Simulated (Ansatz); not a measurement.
# Quasiparticle gap of BaSrTi2O6 (perovskite [001] superlattice), part 4 of 4

Wanted: the gap of BaSrTi2O6 (perovskite [001] superlattice) with a many-body correction, and the time that it takes.

Ansatz 0.2.0; PBEsol, then G0W0 on it, plane waves, PAW. Known limits of the many-body steps: finite bands, screening cutoff and k mesh; no spin-orbit coupling in G0W0.

So far. Step 3 (The PBEsol band structure): Over mesh and path the gap is 1.848 eV, from k = (0.500, 0.500, 0.000) to k = Γ. The least direct gap found is 2.247 eV, at k = Γ. Step 4 (One-shot GW): Over 18 of 20 irreducible mesh points the G0W0 gap is 3.515 eV, from k = (-0.500, -0.500, 0.000) to k = Γ. The PBEsol gap of this run on the mesh is 1.848 eV. The two states that bound the G0W0 gap lie that far apart at the start, so the correction of the gap is 3.515 − 1.848 = +1.667 eV.

### Step 5. Spin-orbit coupling

This run has two-component orbitals with spin-orbit coupling.

This step: DFT, PBEsol with spin-orbit coupling, plane waves, PAW; PAW set soft_1.

File input.yaml:

```yaml
crystal:
  lattice:
    - [3.9230183724, 0.0, 0.0]
    - [0.0, 3.9230183724, 0.0]
    - [0.0, 0.0, 15.891451069]
  atoms:
    - { symbol: Sr, position: [0.0, 0.0, 0.056563162] }
    - { symbol: O, position: [0.5, 0.5, 0.0623640627] }
    - { symbol: Ti, position: [0.5, 0.5, 0.1783899353] }
    - { symbol: O, position: [0.5, 0.0, 0.1855802327] }
    - { symbol: O, position: [0.0, 0.5, 0.1855802327] }
    - { symbol: Sr, position: [0.0, 0.0, 0.3018132738] }
    - { symbol: O, position: [0.5, 0.5, 0.3076801959] }
    - { symbol: Ti, position: [0.5, 0.5, 0.4229808387] }
    - { symbol: O, position: [0.5, 0.0, 0.4288802332] }
    - { symbol: O, position: [0.0, 0.5, 0.4288802332] }
    - { symbol: Ba, position: [0.0, 0.0, 0.5534579145] }
    - { symbol: O, position: [0.5, 0.5, 0.560056261] }
    - { symbol: Ti, position: [0.5, 0.5, 0.677666613] }
    - { symbol: O, position: [0.5, 0.0, 0.6850606824] }
    - { symbol: O, position: [0.0, 0.5, 0.6850606824] }
    - { symbol: Ba, position: [0.0, 0.0, 0.8085657876] }
    - { symbol: O, position: [0.5, 0.5, 0.8147682558] }
    - { symbol: Ti, position: [0.5, 0.5, 0.9331207648] }
    - { symbol: O, position: [0.5, 0.0, 0.9417054133] }
    - { symbol: O, position: [0.0, 0.5, 0.9417054133] }
kpoints:
  mp_grid: { grid: [6, 6, 2] }
  band_path:
    path:
      - [0.0, 0.0, 0.0]
      - [0.0, 0.5, 0.0]
      - [0.5, 0.5, 0.0]
      - [0.0, 0.0, 0.5]
      - [0.0, 0.5, 0.5]
      - [0.5, 0.5, 0.5]
    npoints: 1
hamiltonian:
  xc: pbesol
  pseudopotentials: { kind: paw_fr, azcp: { folder: soft_1 }, xc_functional: pbe }
scf:
  occupations: { method: fixed }
  n_extra_bands: 20
magnetization:
  noncollinear: true
  spin_orbit: true
output:
  eigenvalues: true
  forces: true
  stress: true
```

The run is started by

```bash
$ ansatz run input.yaml --threads 3 --pin off --max-ram 92160MiB --backend cuda --events-out ev --progress --plain --runs-dir out --devices 1 --max-vram 13GiB
```

Numbers of over 12 decimals in the logs are rounded to 6 here.

The log of the run:

```text
[...]
GPUs: using 1 of 1 available (devices: 1).
[...]
non-collinear run that drives no moment, with spin-orbit: no starting moment large enough to seed its density (crystal.atoms[].spin), no starting occupations that ask for one, no magnetisation constraint and no magnetic field, so the semilocal B_xc is pinned to zero
[...]
GPU FFT provider: cuFFT
GPU libraries: cuBLAS 13.8.2, cuFFT 12.4.0, cuSOLVER 12.3.4
Crystal: 20 atoms, lattice volume = 244.571 Å³
Basis set: ecut = 420 eV, 4821 PW (Γ), exchange–correlation on 54×54×216 points (8 copies of the dense FFT grid, shifted against one another)
Bands: 180, of which v1, the nominal top of the filled ones, is band 160 counted from 1 (159 counted from 0)
Symmetry: 8 space group operations + 8 with time reversal
[...]
k-points: 20 of 72
Projection manifold: j_resolved (fully-relativistic pseudo-atomic orbitals)
[...]
GPU buffer pool allocated for 78732 grid points (all kernels)
[...]
SCF iter   1: F=—  HF=-35382.556463 eV  |F-HF|=—  |Δ(HF+E_count)|=         —  Δρ=5.51e-2  dr2=1.08e1  dr2_m=0.00e0 (ungated)  ethr=3.10e-3  |M|=0.00e0 ∫|m|=0.00e0 μB  |m|>n=0.0e0 m-floor=0.0e0 τ_xc=0.0e0  β_m=0.30  ⟨swp⟩=4.6  Hψ=15284  notcnv=0  defer=304
[...]
spin=Noncollinear: Resta preconditioning applied to the charge; magnetization (m_x, m_y, m_z) channels mix plain (no charge-response kernel on spin).
[...]
site 19: m = (+0.0000, +0.0000, +0.0000) μB, |m| = 0.0000 μB  (R = 0.81 Å)
Free energy (F): -35380.606148 eV
[...]
Internal energy: -35380.606148 eV  (E = F + TS)
E sigma→0 (E₀):  -35380.606148 eV
Fermi energy:    10.199173 eV
[...]
--- Forces (eV/Å), atoms counted from 1 ---
  atom   1  Sr     0.00000000     0.00000000     0.00039536
  atom   2  O      0.00000000     0.00000000     0.00290737
  atom   3  Ti     0.00000000     0.00000000    -0.00104343
  atom   4  O      0.00000000     0.00000000     0.00075331
  atom   5  O      0.00000000     0.00000000     0.00075331
  atom   6  Sr    -0.00000000     0.00000000    -0.00165089
  atom   7  O      0.00000000     0.00000000    -0.00107836
  atom   8  Ti     0.00000000     0.00000000    -0.00369909
[...]
atom  17  O      0.00000000     0.00000000    -0.00587679
  atom  18  Ti     0.00000000     0.00000000     0.00580255
  atom  19  O      0.00000000     0.00000000    -0.00065153
  atom  20  O      0.00000000     0.00000000    -0.00065153
  max |Σ_I F_I| component: 1.64e-6 eV/Å
--- Stress (GPa, compression-positive) ---
       -0.012013       0.000000       0.000000
        0.000000      -0.012013       0.000000
       -0.000000       0.000000      -0.003511
  P = ⅓ Tr σ = -0.0092 GPa (-0.092 kbar)
--- Band table (eV; the first three rows and the last of 20) ---
  k-point 0: bands = [... 156 lower, 9.8078, 9.8078, 9.8387, 9.8387, 12.0461, 12.0461, 12.1142, 12.1142, ... 16 higher]
  k-point 1: bands = [... 156 lower, 9.7476, 9.7476, 9.8183, 9.8183, 12.0572, 12.0572, 12.0816, 12.0816, ... 16 higher]
  k-point 2: bands = [... 156 lower, 9.5559, 9.5739, 9.6871, 9.7185, 12.3321, 12.3372, 12.6087, 12.6136, ... 16 higher]
  k-point 19: bands = [... 156 lower, 10.1633, 10.1633, 10.1979, 10.1979, 14.0532, 14.0532, 14.0702, 14.0702, ... 16 higher]
[key lines of the parts left out:]
SCF converged after 13 iterations
Magnetization: |M| = 0.0000 μB,  M = (+0.0000, +0.0000, +0.0000) μB
```

Elapsed: 9.9 s, on 1 × NVIDIA H100 80GB HBM3 (shared by 6 runs) with 3 threads of AMD EPYC 7R13 (Zen 3), shared host; peak memory 1.3 GiB; 20 s of CPU time.

Numbers from this step:

```yaml
pressure: -0.009179 GPa
gap: 1.847 eV
valence_top_at: M
conduction_bottom_at: Γ
least_direct_gap: 2.207 eV
```

Over mesh and listed points the gap is 1.847 eV, from k = (0.500, 0.500, 0.000) to k = Γ. The least direct gap found is 2.207 eV, at k = Γ. PBEsol+SOC against PBEsol: 1.847 − 1.848 = −0.001 eV, with the same mesh, set of files (read in its fully relativistic form for the spin-orbit run) and cutoff, and both edges at the same k points. The spin-orbit run sees mesh and listed points alone, so its gap is an upper bound: the coupling can move an edge off these points, the more so as this crystal has no centre of inversion, and the change over the zone, its sign included where it is small, is not known. The program's warnings for this run: metallic iterate.

### Step 6. Side by side

Each gap is the least one over the points named; times are wall times on shared hosts, not benchmarks. A G0W0 time includes the run's own self-consistent start. Runs with listed points see these and the mesh alone, so an edge that moves elsewhere is missed. Rows marked * are further runs, not shown as steps, whose inputs differ from the G0W0 step on the same start in the columns given; solver thresholds can differ too. Symmetry makes (0.500, 0.500, 0.000) and (-0.500, -0.500, 0.000) one point.

```
       level   mesh       files, cutoff  bands summed, screening                            points  gap (eV)              valence top  conduction bottom  least direct gap (eV)     time
      PBEsol  6×6×2  soft_1 PAW, 420 eV                        -                     mesh and path     1.848    (0.500, 0.500, 0.000)                  Γ                  2.247     19 s
  PBEsol+SOC  6×6×2  soft_1 PAW, 420 eV                        -            mesh and listed points     1.847    (0.500, 0.500, 0.000)                  Γ                  2.207    9.9 s
G0W0@PBEsol*  6×6×2  soft_1 PAW, 420 eV               419, 72 eV  18 of 20 irreducible mesh points     3.577  (-0.500, -0.500, 0.000)                  Γ                  3.910     91 s
 G0W0@PBEsol  6×6×2  soft_1 PAW, 420 eV              903, 130 eV  18 of 20 irreducible mesh points     3.515  (-0.500, -0.500, 0.000)                  Γ                  3.869  5.9 min
```

### Step 7. What came out

```yaml
pbesol_gap_over_mesh_and_path: 1.848 eV, from k = (0.500, 0.500, 0.000) to k = Γ
g0w0_pbesol_gap_over_18_of_20_irreducible_mesh_points: 3.515 eV, from k = (-0.500, -0.500, 0.000) to k = Γ
pbesol_soc_gap_over_mesh_and_listed_points: 1.847 eV
gw_settings: 6×6×2 mesh, 823 empty bands, screening to 130 eV, PAW set soft_1 files
known_limits: finite bands, screening cutoff and k mesh; no spin-orbit coupling in G0W0
```

In words: Over 18 of 20 irreducible mesh points the G0W0 gap is 3.515 eV, from k = (-0.500, -0.500, 0.000) to k = Γ. The PBEsol gap of this run on the mesh is 1.848 eV. The two states that bound the G0W0 gap lie that far apart at the start, so the correction of the gap is 3.515 − 1.848 = +1.667 eV. The valence state moves by 9.819 − 10.202 = −0.383 eV and the conduction state by 13.335 − 12.050 = +1.285 eV, on the run's own scale; with 419 bands the edge states move by −0.104 and +1.625 eV, so the split between the edges depends on the bands and cutoff. Both edges that PBEsol shows over mesh and path lie at k points where levels were corrected. Levels at other points were not corrected, so a lower G0W0 gap elsewhere in the zone is not ruled out. From 419 bands and 72 eV to 903 bands and 130 eV the gap moves by 3.515 − 3.577 = −0.062 eV; bands and screening cutoff rise together, so their parts are not told apart. Two runs can't test a law of convergence, so the limit is not known. PBEsol+SOC against PBEsol: 1.847 − 1.848 = −0.001 eV, with the same mesh, set of files (read in its fully relativistic form for the spin-orbit run) and cutoff, and both edges at the same k points. The spin-orbit run sees mesh and listed points alone, so its gap is an upper bound: the coupling can move an edge off these points, the more so as this crystal has no centre of inversion, and the change over the zone, its sign included where it is small, is not known. What spin-orbit coupling does to the G0W0 levels was not computed, so no sum with the G0W0 gap is formed. For the G0W0 step: the program's warnings for this run: metallic iterate. For the further run with 419 bands on the 6×6×2 mesh, the program warns: metallic iterate. The G0W0 runs are scalar-relativistic. No pair of G0W0 runs that differ in the mesh alone is shown (6×6×2 is a supercell whose nearest images lie 24 Å apart), so the error from the mesh is not known here. G0W0 is shown with one set of atomic data (soft_1 PAW), so the error from the files is not known here.

[Paths, hosts, dates, memory and timing lines, banners, echoed tables and standing remarks are left out of the program output.]

[Logs are printed without paths, hosts, clocks, repeated set-up lines and the standing remarks that a program may print on its own settings, such as how far it seeks lower states.]

[Runs of the session that timed out or met a known fault of the program may be left out.]

[Cells called generated may have been cut or substituted from an entry of the Crystallography Open Database or the Materials Project.]

[Hosts, paths, dates, database ids (printed as entryN), source tags and the programs' standing remarks are cut or masked in the printed files.]

[Where an RPA ε∞ is given, it is that of the G0W0 mesh and is not shown converged in it. Names of k-points follow the symmetry that the program found, which can be lower than the space group named. Band edges on a path are those of the sampled points; other points can move an edge, and change direct to indirect where valleys lie close.]

[Hybrid gaps are those of their k-mesh and are not shown converged in it.]
